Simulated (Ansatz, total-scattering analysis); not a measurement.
**hydrogen peroxide: neutron weights and totals by hand**

A simulated model of hydrogen peroxide at 360 K, fixed volume (mean pressure 1.2 GPa), from ab initio molecular dynamics with Ansatz (revPBE-D3(BJ), plane waves, PAW default files, Langevin thermostat, no spin, fixed volume, H with the mass of D). The average runs over 0.50 ps of 88 atoms, so shells between rare elements are rough. Mean temperature 340 K, largest m.s.d. 0.72 Å², energy drift -1 meV an atom (last third less first, no steady trend), Langevin friction 10 ps⁻¹; the first quarter of the run is discarded. Preparation: last frame of a classical run of this cell, a melt at this density, then 0.4 ps at 360 K with a cheaper basis and a friction of 10 ps⁻¹ (mean temperature of the first stage 361 K), too short to forget the start in full. So short a stretch relaxes bonds and nearest shells but still remembers its start. It is a liquid as far as so short a run tells. Atom fractions O 0.5000, H 0.5000; masses O 15.999, H 1.008 u; density 1.4400 g/cm³; coherent lengths O 5.8037, H 6.6681 fm (H as D). Faber–Ziman partials at a few Q:

| Q (Å⁻¹) | S O–O | S O–H | S H–H |
| --- | --- | --- | --- |
| 1.90 | 2.199 | 2.306 | 0.318 |
| 2.70 | 0.964 | 0.822 | 1.779 |
| 4.50 | 1.315 | 0.867 | 0.793 |

The pair function g(OO), r in Å, every 0.06 Å up to its first minimum: 1.35 0.07, 1.41 2.17, 1.47 7.68, 1.53 2.17, 1.59 0.09, 1.65 0.02.

**Tasks.** (a) The number density. (b) The neutron weights. (c) The neutron S(Q) at the listed Q. (d) The Bhatia–Thornton terms S_NN and S_CC there. (e) The number of O around O.

(a) The mean mass is 0.5000×15.999 + 0.5000×1.008 = 8.504 u, so ρ₀ = 1.4400/(8.504 × 1.66054) = 0.10198 Å⁻³.

(b) ⟨b⟩ = 0.5000×5.8037 + 0.5000×6.6681 = 6.236 fm. The weight of a pair is ci cj bi bj (2 − δij)/⟨b⟩²: O–O 0.217, O–H 0.498, H–H 0.286; they sum to 1.000.

(c) S = 1 + Σ w (Sij − 1). At 1.90 Å⁻¹: 1 + 0.260 + 0.650 − 0.195 = 1.715; O–H pushes up most; H–H pulls down most. At 2.70 Å⁻¹: 1 − 0.008 − 0.089 + 0.223 = 1.126; H–H pushes up most; O–H pulls down most. At 4.50 Å⁻¹: 1 + 0.068 − 0.066 − 0.059 = 0.943; O–O pushes up most; O–H pulls down most.

(d) S_NN = c₁²S₁₁ + c₂²S₂₂ + 2c₁c₂S₁₂ and S_CC = c₁c₂[1 + c₁c₂(S₁₁ + S₂₂ − 2S₁₂)], with 1 = O: 1.90 Å⁻¹: S_NN = 1.78, S_CC/(c₁c₂) = 0.48; 2.70 Å⁻¹: S_NN = 1.10, S_CC/(c₁c₂) = 1.27; 4.50 Å⁻¹: S_NN = 0.96, S_CC/(c₁c₂) = 1.09. A random mixture has S_CC/(c₁c₂) = 1; a value well above it means concentration waves of period 2π/Q: alternation near the main peak or below it, clustering toward Q = 0.

(e) n = 4πρ₀ c(O) Σ r² g Δr. The sum Σ r² g over the listed points is 26.4 Å², so n = 4π × 0.10198 × 0.5000 × 26.4 × 0.06 = 1.02; counting pairs in the frames up to 1.88 Å gives 1.00; the coarse grid and the factor (N − 1)/N for like atoms account for the difference.
